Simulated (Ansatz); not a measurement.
# Be13.3F58.4La1.7Li26.6 (173 atoms) in the fluid state, part 2 of 2

What local order and mobility does Be13.3F58.4La1.7Li26.6 (173 atoms) show in DFT dynamics?

Ansatz 0.2.0; Kohn-Sham DFT, PBE, PAW (set soft_2), plane waves.

The cell: 23 Be, 101 F, 3 La and 46 Li. Only the Γ point is sampled, in a cell whose shortest periodic width is 13 Å. The levels lack spin–orbit coupling.

So far. Step 4 (Brought to 1073 K): Over the second half of 760 fs the temperature averages 1049 K with swings of 52 K r.m.s. From first frame to last Li has the largest mean square displacement, 4.0 Å² at the end; the farthest move is 4.43 Å. The run spans 0.76 ps, too short for its means to be equilibrium values. Step 5 (Liquid at 1073 K): Over the second half of 3800 fs the temperature averages 1073 K with swings of 72 K r.m.s. The conserved energy stays within 0.47 meV/atom, peak to peak.

## (6) Distances and neighbours late in the run

The g(r) is a mean over the second half; what follows it is taken at the last frame.

Density 2.06 g/cm³, 13.34 Å³ an atom.

Mean of 14 frames. g(r), total and by pair (bins of 0.2 Å):

| r (Å) | total | F-F | F-Li | F-Be | F-La | Li-Li | Li-Be |
| --- | --- | --- | --- | --- | --- | --- | --- |
| 1.30 | 0.07 | 0.00 | 0.00 | 0.48 | 0.00 | 0.00 | 0.00 |
| 1.50 | 1.35 | 0.00 | 0.17 | 8.35 | 0.00 | 0.00 | 0.00 |
| 1.70 | 1.32 | 0.00 | 2.08 | 4.40 | 0.00 | 0.00 | 0.00 |
| 1.90 | 1.14 | 0.00 | 3.28 | 0.78 | 0.00 | 0.00 | 0.00 |
| 2.10 | 0.61 | 0.03 | 1.78 | 0.12 | 1.31 | 0.01 | 0.01 |
| 2.30 | 0.60 | 0.51 | 1.01 | 0.04 | 3.46 | 0.24 | 0.23 |
| 2.50 | 1.01 | 1.84 | 0.62 | 0.08 | 3.29 | 0.70 | 0.72 |
| 2.70 | 1.12 | 2.11 | 0.53 | 0.11 | 1.35 | 1.29 | 1.26 |
| 2.90 | 0.98 | 1.44 | 0.54 | 0.27 | 0.73 | 1.64 | 1.75 |
| 3.10 | 1.01 | 1.21 | 0.65 | 0.49 | 0.63 | 1.71 | 2.27 |
| 3.30 | 0.99 | 1.09 | 0.71 | 0.83 | 0.38 | 1.47 | 1.92 |
| 3.50 | 0.96 | 0.95 | 0.87 | 1.04 | 0.53 | 1.27 | 1.18 |
| 3.70 | 0.97 | 0.82 | 1.08 | 1.12 | 0.50 | 1.09 | 0.74 |
| 3.90 | 1.04 | 0.76 | 1.21 | 1.39 | 0.85 | 1.00 | 0.78 |
| 4.10 | 1.02 | 0.73 | 1.25 | 1.36 | 0.72 | 0.80 | 0.84 |
| 4.30 | 1.02 | 0.79 | 1.27 | 1.25 | 1.08 | 0.75 | 0.78 |
| 4.50 | 1.00 | 0.83 | 1.19 | 1.18 | 1.22 | 0.75 | 0.84 |
| 4.70 | 1.00 | 1.03 | 1.05 | 1.02 | 1.27 | 0.79 | 0.88 |
| 4.90 | 1.02 | 1.13 | 0.96 | 0.88 | 1.39 | 0.94 | 1.14 |
| 5.10 | 1.00 | 1.12 | 0.89 | 0.84 | 1.35 | 1.02 | 1.10 |
| 5.30 | 1.00 | 1.17 | 0.86 | 0.84 | 1.08 | 1.05 | 1.05 |
| 5.50 | 0.98 | 1.11 | 0.88 | 0.82 | 0.89 | 1.06 | 1.11 |
| 5.70 | 1.00 | 1.06 | 0.92 | 0.94 | 0.81 | 1.12 | 1.08 |
| 5.90 | 0.99 | 1.02 | 0.95 | 1.00 | 0.89 | 1.06 | 1.04 |
| 6.10 | 0.99 | 0.94 | 0.99 | 1.06 | 0.93 | 1.10 | 0.98 |
| 6.30 | 0.99 | 0.92 | 1.05 | 1.06 | 0.96 | 1.00 | 0.84 |
| 6.50 | 0.99 | 0.93 | 1.02 | 1.10 | 1.17 | 1.02 | 0.84 |

Bonds by pair of elements; cutoffs follow the first minimum of g(r), held within bounds set by covalent radii, and pairs that aren't listed don't count as bonded:

| pair A-B | cutoff (Å) | bonds | mean length (Å) | spread (Å) | shortest (Å) | B about A | A about B |
| --- | --- | --- | --- | --- | --- | --- | --- |
| F-Li | 2.46 | 171 | 2.01 | 0.22 | 1.52 | 1.69 | 3.72 |
| F-Be | 2.03 | 89 | 1.60 | 0.118 | 1.32 | 0.881 | 3.87 |
| F-La | 3.27 | 23 | 2.52 | 0.293 | 2.14 | 0.228 | 7.67 |

How many atoms have how many bonded neighbours:

| element | mean | 2 | 3 | 4 | 5 | 7 | 8 |
| --- | --- | --- | --- | --- | --- | --- | --- |
| Be | 3.87 | 0 | 3 | 20 | 0 | 0 | 0 |
| F | 2.80 | 34 | 54 | 12 | 1 | 0 | 0 |
| La | 7.67 | 0 | 0 | 0 | 0 | 1 | 2 |
| Li | 3.72 | 2 | 14 | 25 | 5 | 0 | 0 |

Bond angles (no mean is given where the spread exceeds 20°):

| angle | count | mean (°) | spread (°) |
| --- | --- | --- | --- |
| F-Li-F | 244 | - | - |
| F-Be-F | 129 | 110 | 10.8 |
| Li-F-Li | 112 | - | - |
| Be-F-Li | 110 | - | - |
| F-La-F | 77 | - | - |

Bond length by coordination (bonds to H left out):

| element | coordination | atoms | mean bond length (Å) |
| --- | --- | --- | --- |
| Be | 3 | 3 | 1.50 |
| Be | 4 | 20 | 1.61 |
| F | 2 | 34 | 1.76 |
| F | 3 | 54 | 1.95 |
| F | 4 | 12 | 2.01 |
| F | 5 | 1 | 2.40 |
| La | 7 | 1 | 2.53 |
| La | 8 | 2 | 2.51 |
| Li | 2 | 2 | 1.71 |
| Li | 3 | 14 | 1.95 |
| Li | 4 | 25 | 2.03 |
| Li | 5 | 5 | 2.06 |

For some of the pairs, g(r) has its first main peak near 2.6 Å (F-F), 1.9 Å (F-Li), 1.6 Å (F-Be), 2.4 Å (F-La), 3.0 Å (Li-Li) and 3.1 Å (Li-Be). With the cutoffs above, 87 % of Be atoms have 4, 53 % of F atoms have 3, 67 % of La atoms have 8 and 54 % of Li atoms have 4 bonded neighbours.

## (7) Single point at the last frame

The last frame is solved again with fuller output, to read the electronic structure of a thermally displaced geometry.

The input, input.yaml:

```yaml
crystal:
  lattice:
    - [13.2136, 0.0, 0.0]
    - [0.0, 13.2136, 0.0]
    - [0.0, 0.0, 13.2136]
  atoms:
    - { symbol: Be, position: [0.38892, 0.39258, 0.35324] }
    - { symbol: Be, position: [0.41658, 0.05892, 0.38317] }
    - { symbol: Be, position: [0.0771, 0.56333, 0.14343] }
    - { symbol: Be, position: [0.74722, 0.02676, 0.34842] }
    - { symbol: Be, position: [0.09245, 0.3121, 0.43272] }
    - { symbol: Be, position: [0.86132, 0.8927, 0.04742] }
    - { symbol: Be, position: [0.21177, 0.99607, 0.13774] }
    - { symbol: Be, position: [0.67524, 0.34547, 0.61054] }
    - { symbol: Be, position: [0.08621, 0.79297, 0.69257] }
    - { symbol: Be, position: [0.21143, 0.70807, 0.026] }
    - { symbol: Be, position: [0.31414, 0.1065, 0.52911] }
    - { symbol: Be, position: [0.77157, 0.67495, 0.63695] }
    - { symbol: Be, position: [0.9579, 0.694, 0.73209] }
    - { symbol: Be, position: [0.51944, 0.82234, 0.64386] }
    - { symbol: Be, position: [0.26653, 0.26566, 0.81526] }
    - { symbol: Be, position: [0.48016, 0.02661, 0.8306] }
    - { symbol: Be, position: [0.71982, 0.45224, 0.90553] }
    - { symbol: Be, position: [0.84073, 0.64265, 0.41725] }
    - { symbol: Be, position: [0.52096, 0.35828, 0.08949] }
    - { symbol: Be, position: [0.59311, 0.47375, 0.41445] }
    - { symbol: Be, position: [0.16544, 0.89241, 0.9365] }
    - { symbol: Be, position: [0.98504, 0.36257, 0.05129] }
    - { symbol: Be, position: [0.3408, 0.57747, 0.60753] }
    - { symbol: F, position: [0.51445, 0.78137, 0.33883] }
    - { symbol: F, position: [0.69389, 0.02278, 0.44498] }
    - { symbol: F, position: [0.53696, 0.93597, 0.87295] }
    - { symbol: F, position: [0.03112, 0.36449, 0.95763] }
    - { symbol: F, position: [0.41177, 0.79238, 0.67524] }
    - { symbol: F, position: [0.7905, 0.71754, 0.35757] }
    - { symbol: F, position: [0.55518, 0.02649, 0.12442] }
    - { symbol: F, position: [0.94991, 0.16273, 0.25029] }
    - { symbol: F, position: [0.76151, 0.93821, 0.09354] }
    [... 135 atom lines left out ...]
    - { symbol: Li, position: [0.19568, 0.3781, 0.28875] }
    - { symbol: Li, position: [0.49005, 0.95989, 0.03823] }
    - { symbol: Li, position: [0.96437, 0.02234, 0.22714] }
    - { symbol: Li, position: [0.29182, 0.35214, 0.59961] }
    - { symbol: Li, position: [0.35716, 0.37884, 0.90559] }
    - { symbol: Li, position: [0.02362, 0.78841, 0.44709] }
kpoints:
  mp_grid: { grid: [1, 1, 1] }
hamiltonian:
  xc: pbe
scf:
  occupations: { method: fermi_dirac, width: 0.092 }
output:
  forces: true
  stress: true
  populations: intrinsic
  dos:
    method: { smearing: { sigma: 0.08 } }
    de: 0.1
    projected: { site_lists: { Be: [Be], F: [F], La: [La], Li: [Li] } }
  eigenvalues: true
  write_density: true
  write_potential: true
  volumetric_format: npy
```

On the command line:

```sh
ansatz run input.yaml --threads 32 --pin off --max-ram 143360MiB --backend cuda --events-out ev --progress --plain --runs-dir out
```

The job ended after 2.8 s (1 × NVIDIA GB200 with 32 threads of Arm Neoverse V2, shared host; peak memory 1.4 GiB).

That memory is the host's; the program planned up to 6.4 GiB on the GPU.

The program notes that the exchange-correlation potential is rough where the density is thin.

Read from the output:

```
free energy                                      : -112170.0999 eV
free energy per atom                             : -648.3821 eV/atom
SCF cycles                                       : 9
pressure                                         : -0.1458 GPa
r.m.s. force component                           : 0.8848 eV/Å
longest force                                    : 5.235 eV/Å
Fermi energy                                     : 2.05 eV
gap (highest filled to lowest empty level) : 3.791 eV
```

Neighbours are counted within 2.46 Å (F-Li), 2.03 Å (F-Be), 3.27 Å (F-La), the cutoffs taken from the dynamics.

Length of the force by element and coordination:

| element | coordination | atoms | mean length of the force (eV/Å) | spread | least | most |
| --- | --- | --- | --- | --- | --- | --- |
| Be | all | 23 | 1.93 | 0.942 | 0.461 | 4.29 |
| Be | 3 | 3 | 2.17 | 1.11 | 0.615 | 3.16 |
| Be | 4 | 20 | 1.90 | 0.908 | 0.461 | 4.29 |
| F | all | 101 | 1.27 | 0.762 | 0.139 | 5.24 |
| F | 2 | 34 | 1.51 | 1.03 | 0.139 | 5.24 |
| F | 3 | 54 | 1.13 | 0.568 | 0.252 | 3.48 |
| F | 4 | 12 | 1.26 | 0.390 | 0.740 | 2.04 |
| F | 5 | 1 | 0.692 | - | 0.692 | 0.692 |
| La | all | 3 | 1.69 | 0.995 | 0.373 | 2.78 |
| La | 7 | 1 | 0.373 | - | 0.373 | 0.373 |
| La | 8 | 2 | 2.35 | 0.431 | 1.92 | 2.78 |
| Li | all | 46 | 1.02 | 0.644 | 0.122 | 3.13 |
| Li | 2 | 2 | 1.82 | 0.0126 | 1.81 | 1.84 |
| Li | 3 | 14 | 1.05 | 0.567 | 0.299 | 2.21 |
| Li | 4 | 25 | 0.933 | 0.577 | 0.224 | 3.13 |
| Li | 5 | 5 | 1.05 | 0.976 | 0.122 | 2.92 |

Intrinsic-atomic-orbital charges by element and coordination:

| element | coordination | atoms | mean charge (e) | spread | least | most |
| --- | --- | --- | --- | --- | --- | --- |
| Be | all | 23 | 1.65 | 0.0111 | 1.63 | 1.69 |
| Be | 3 | 3 | 1.66 | 0.0187 | 1.64 | 1.69 |
| Be | 4 | 20 | 1.64 | - | 1.63 | 1.66 |
| F | all | 101 | -0.782 | 0.0754 | -0.846 | -0.529 |
| F | 2 | 34 | -0.801 | 0.0556 | -0.846 | -0.596 |
| F | 3 | 54 | -0.766 | 0.0874 | -0.835 | -0.529 |
| F | 4 | 12 | -0.799 | 0.0467 | -0.843 | -0.653 |
| F | 5 | 1 | -0.767 | - | -0.767 | -0.767 |
| La | all | 3 | 1.29 | 0.0725 | 1.19 | 1.35 |
| La | 7 | 1 | 1.34 | - | 1.34 | 1.34 |
| La | 8 | 2 | 1.27 | 0.0775 | 1.19 | 1.35 |
| Li | all | 46 | 0.809 | 0.0161 | 0.778 | 0.849 |
| Li | 2 | 2 | 0.835 | - | 0.828 | 0.843 |
| Li | 3 | 14 | 0.818 | 0.0141 | 0.796 | 0.849 |
| Li | 4 | 25 | 0.805 | 0.0137 | 0.785 | 0.837 |
| Li | 5 | 5 | 0.794 | 0.01 | 0.778 | 0.805 |

States in the cell by windows of 1 eV, zero at the Fermi level; some projections on atomic orbitals stand beside the total:

| from (eV) | to (eV) | total | F p | La f |
| --- | --- | --- | --- | --- |
| -14 | -9 | 0.0 | 0.0 | 0.0 |
| -9 | -8 | 9.7 | 8.9 | 0.0 |
| -8 | -7 | 42.1 | 39.0 | 0.0 |
| -7 | -6 | 87.2 | 82.0 | 0.1 |
| -6 | -5 | 148.7 | 142.4 | 0.3 |
| -5 | -4 | 176.3 | 171.5 | 0.2 |
| -4 | -3 | 108.2 | 106.2 | 0.1 |
| -3 | -2 | 28.5 | 28.0 | 0.0 |
| -2 | -1 | 5.1 | 5.1 | 0.0 |
| -1 | 1 | 0.0 | 0.0 | 0.0 |
| 1 | 2 | 8.3 | 0.1 | 8.0 |
| 2 | 3 | 27.0 | 0.4 | 24.0 |
| 3 | 4 | 25.3 | 1.3 | 8.4 |
| 4 | 5 | 32.1 | 2.2 | 0.3 |

The curve was stored every 0.10 eV, coarse against its broadening of 0.08 eV, so these counts are rough.

Between -26 and -14 eV lie 220 more states.

About 98 of the 924 electrons lie in deeper levels, below the stored range.

Not all projections were asked for or kept, so they needn't add up to the total.

The levels nearest the highest filled one (over half full), pooled over k-points and spins:

| level less the highest filled one (eV) | occupation |
| --- | --- |
| -0.616 | 2 |
| -0.561 | 2 |
| -0.336 | 2 |
| -0.142 | 2 |
| -0.0321 | 2 |
| 0 | 2 |
| 3.79 | 0 |
| 3.82 | 0 |
| 3.82 | 0 |
| 3.83 | 0 |
| 3.85 | 0 |
| 3.86 | 0 |

Mean intrinsic-atomic-orbital charges: Be +1.65, F -0.78, La +1.29, Li +0.81 e. The largest share in the top eV of filled states is F p (99 % of the projected weight), and in the lowest eV of empty states La f (91 % of the projected weight).

A closer look about La126, one of the 3 La atoms: 9 atoms, nearest first, numbered in the order of the input, with positions taken from that point.

| atom | x | y | z | distance (Å) | bonds | intrinsic-atomic-orbital charge (e) | Fx | Fy | Fz (eV/Å) |
| --- | --- | --- | --- | --- | --- | --- | --- | --- | --- |
| La126 | 0.00 | 0.00 | 0.00 | 0.00 | 8 | 1.35 | 1.53 | -0.47 | -1.06 |
| F49 | -1.18 | -0.74 | -1.87 | 2.33 | 2 | -0.60 | 1.60 | -0.75 | 0.13 |
| F71 | -0.32 | -0.42 | 2.29 | 2.35 | 3 | -0.65 | -0.26 | 0.84 | 0.73 |
| F74 | 1.49 | -1.09 | -1.55 | 2.41 | 3 | -0.63 | -1.23 | -0.68 | -0.84 |
| F113 | 2.05 | -0.66 | 1.08 | 2.41 | 3 | -0.61 | -0.41 | 1.28 | -0.12 |
| F85 | -1.78 | 1.72 | -0.78 | 2.59 | 3 | -0.72 | -0.65 | 0.22 | -0.24 |
| F83 | -0.37 | -2.43 | 0.88 | 2.61 | 3 | -0.71 | -0.44 | 0.63 | -0.54 |
| F28 | 1.16 | 1.57 | -1.79 | 2.65 | 2 | -0.72 | -1.37 | 0.06 | 0.16 |
| Be23 | 0.22 | -1.27 | -2.68 | 2.98 | 4 | 1.64 | -0.11 | 0.11 | -1.63 |

The column of bonds counts only the pairs F-Li within 2.46 Å, F-Be within 2.03 Å, F-La within 3.27 Å; other neighbours, such as metal atoms beside each other in a compound, aren't counted, and periodic images can show an atom twice.

## (8) Functional HSE06

HSE06 mixes in a quarter of exact exchange at short range, which counters self-interaction, at a higher cost.

This step: Kohn-Sham DFT, HSE06, PAW (set soft_2), plane waves (Ansatz 0.2.0).

input.yaml, the sections that differ from step 7:

```yaml
hamiltonian:
  xc: hse06
output:
  forces: true
  stress: true
  populations: true
  dos:
    method: { smearing: { sigma: 0.15 } }
    de: 0.1
    projected: { site_lists: { Be: [Be], F: [F], La: [La], Li: [Li] } }
  eigenvalues: true
# crystal, kpoints, scf: as in step 7
```

Run time: 27 s. Hardware: 1 × NVIDIA GB200 with 32 threads; peak memory 11 GiB.

That memory is the host's.

The program notes that the exchange threshold is loose for the stress.

Geometry and reference: those of the single point at the last frame.

Forces differ from those of the single point at the last frame by 117 meV/Å r.m.s., 13 % of their size; the pressure by -1.8 GPa and the gap by +2.5 eV.

Numbers from this run:

| Property | Result |
| --- | --- |
| free energy | -112174.3530 eV |
| free energy per atom | -648.4067 eV/atom |
| SCF cycles | 19 |
| pressure | -1.991 GPa |
| r.m.s. force component | 0.9014 eV/Å |
| longest force | 4.936 eV/Å |
| Fermi energy | 1.759 eV |
| gap (highest filled to lowest empty level) | 6.276 eV |
| spilling of the projection | 0.007379 |

Length of the force by element and coordination:

| element | coordination | atoms | mean length of the force (eV/Å) | spread | least | most |
| --- | --- | --- | --- | --- | --- | --- |
| Be | all | 23 | 1.98 | 0.929 | 0.590 | 4.32 |
| Be | 3 | 3 | 2.16 | 1.12 | 0.590 | 3.16 |
| Be | 4 | 20 | 1.95 | 0.893 | 0.613 | 4.32 |
| F | all | 101 | 1.33 | 0.735 | 0.184 | 4.94 |
| F | 2 | 34 | 1.55 | 0.970 | 0.184 | 4.94 |
| F | 3 | 54 | 1.19 | 0.571 | 0.356 | 3.45 |
| F | 4 | 12 | 1.35 | 0.401 | 0.813 | 2.16 |
| F | 5 | 1 | 0.768 | - | 0.768 | 0.768 |
| La | all | 3 | 1.78 | 0.996 | 0.452 | 2.85 |
| La | 7 | 1 | 0.452 | - | 0.452 | 0.452 |
| La | 8 | 2 | 2.45 | 0.399 | 2.05 | 2.85 |
| Li | all | 46 | 1.02 | 0.632 | 0.174 | 3.07 |
| Li | 2 | 2 | 1.76 | 0.0225 | 1.74 | 1.78 |
| Li | 3 | 14 | 1.05 | 0.560 | 0.277 | 2.14 |
| Li | 4 | 25 | 0.936 | 0.566 | 0.179 | 3.07 |
| Li | 5 | 5 | 1.07 | 0.965 | 0.174 | 2.91 |

Löwdin charges by element and coordination (they lack the spilled electrons, 0.039 e an atom on average):

| element | coordination | atoms | mean charge (e) | spread | least | most |
| --- | --- | --- | --- | --- | --- | --- |
| Be | all | 23 | 1.66 | 0.0107 | 1.64 | 1.70 |
| Be | 3 | 3 | 1.68 | 0.0167 | 1.66 | 1.70 |
| Be | 4 | 20 | 1.66 | - | 1.64 | 1.67 |
| F | all | 101 | -0.730 | 0.0586 | -0.795 | -0.533 |
| F | 2 | 34 | -0.741 | 0.0449 | -0.785 | -0.578 |
| F | 3 | 54 | -0.719 | 0.0674 | -0.788 | -0.533 |
| F | 4 | 12 | -0.752 | 0.0376 | -0.795 | -0.642 |
| F | 5 | 1 | -0.737 | - | -0.737 | -0.737 |
| La | all | 3 | 1.48 | 0.0773 | 1.37 | 1.54 |
| La | 7 | 1 | 1.54 | - | 1.54 | 1.54 |
| La | 8 | 2 | 1.46 | 0.0826 | 1.37 | 1.54 |
| Li | all | 46 | 0.825 | 0.0155 | 0.792 | 0.861 |
| Li | 2 | 2 | 0.850 | - | 0.842 | 0.857 |
| Li | 3 | 14 | 0.834 | 0.013 | 0.814 | 0.861 |
| Li | 4 | 25 | 0.821 | 0.0129 | 0.801 | 0.851 |
| Li | 5 | 5 | 0.81 | 0.0106 | 0.792 | 0.821 |

Density of states as counts of states in windows of 1 eV (from the Fermi level), total and some projections:

| from (eV) | to (eV) | total | F p | La f |
| --- | --- | --- | --- | --- |
| -18 | -17 | 15.3 | 0.9 | 0.0 |
| -17 | -16 | 0.4 | 0.0 | 0.0 |
| -16 | -11 | 0.0 | 0.0 | 0.0 |
| -11 | -10 | 3.7 | 3.4 | 0.0 |
| -10 | -9 | 20.4 | 18.9 | 0.0 |
| -9 | -8 | 59.0 | 55.5 | 0.0 |
| -8 | -7 | 107.5 | 102.1 | 0.1 |
| -7 | -6 | 160.8 | 155.5 | 0.2 |
| -6 | -5 | 161.2 | 157.8 | 0.1 |
| -5 | -4 | 72.6 | 71.5 | 0.0 |
| -4 | -3 | 20.6 | 20.3 | 0.0 |
| -3 | -2 | 0.3 | 0.3 | 0.0 |
| -2 | 2 | 0.0 | 0.0 | 0.0 |
| 2 | 3 | 0.2 | 0.0 | 0.0 |
| 3 | 4 | 9.4 | 0.3 | 2.0 |
| 4 | 5 | 47.2 | 1.5 | 25.1 |

Between -26 and -18 eV lie 74 more states.

About 228 of the 924 electrons lie in deeper levels, below the stored range.

Not all projections were asked for or kept, so they needn't add up to the total.

The levels nearest the highest filled one (over half full), pooled over k-points and spins:

| level less the highest filled one (eV) | occupation |
| --- | --- |
| -0.604 | 2 |
| -0.509 | 2 |
| -0.328 | 2 |
| -0.130 | 2 |
| -0.0024 | 2 |
| 0 | 2 |
| 6.28 | 0 |
| 6.96 | 0 |
| 7.00 | 0 |
| 7.08 | 0 |
| 7.18 | 0 |
| 7.21 | 0 |

## (9) What came out

* mean temperature, second half (liquid at 1073 K): 1073 K
* temperature swing, second half (liquid at 1073 K): 71.75 K
* mean pressure, second half (liquid at 1073 K): 0.7332 GPa
* slope of the conserved energy against time, by least squares (liquid at 1073 K): 0.0006 meV/atom/ps
* free energy per atom: -648.3821 eV/atom
* pressure: -0.1458 GPa
* r.m.s. force component: 0.8848 eV/Å
* gap (highest filled to lowest empty level): 3.791 eV
* wall time of the 6 DFT runs: 21 min

**Reading.** Melting at 1610 K: by the end of the lags followed (0.30 ps), the least mobile element has a mean square displacement of 0.58 Å², too little over such short lags to show that the memory of the start is lost. Liquid at 1073 K: by the end of the lags followed (1.90 ps), the least mobile element has a mean square displacement of 2.3 Å². Liquid at 1073 K: the slope of the later half of the mean square displacement gives diffusion coefficients of about 2.6e-5 cm²/s (F), 1.6e-5 cm²/s (La) and 7.4e-5 cm²/s (Li); over so short a run these are rough. Liquid at 1073 K: with the cutoffs above, 87 % of Be atoms have 4, 53 % of F atoms have 3, 67 % of La atoms have 8 and 54 % of Li atoms have 4 bonded neighbours. Between filled and empty levels lie 3.79 eV (at Γ alone); a semilocal functional tends to put such gaps too low. In a disordered cell it changes from sample to sample and from frame to frame. HSE06 at the same geometry puts the gap at 6.28 eV, a change of +2.48 eV.

**Limits.** The pressure of a single frame lacks the kinetic term, about 1.1 GPa here.

[Logs are printed without paths, hosts, clocks, repeated set-up lines and the standing remarks that a program may print on its own settings, such as how far it seeks lower states.]

[Hosts, paths, dates, database ids (printed as entryN), source tags and the programs' standing remarks are cut or masked in the printed files.]
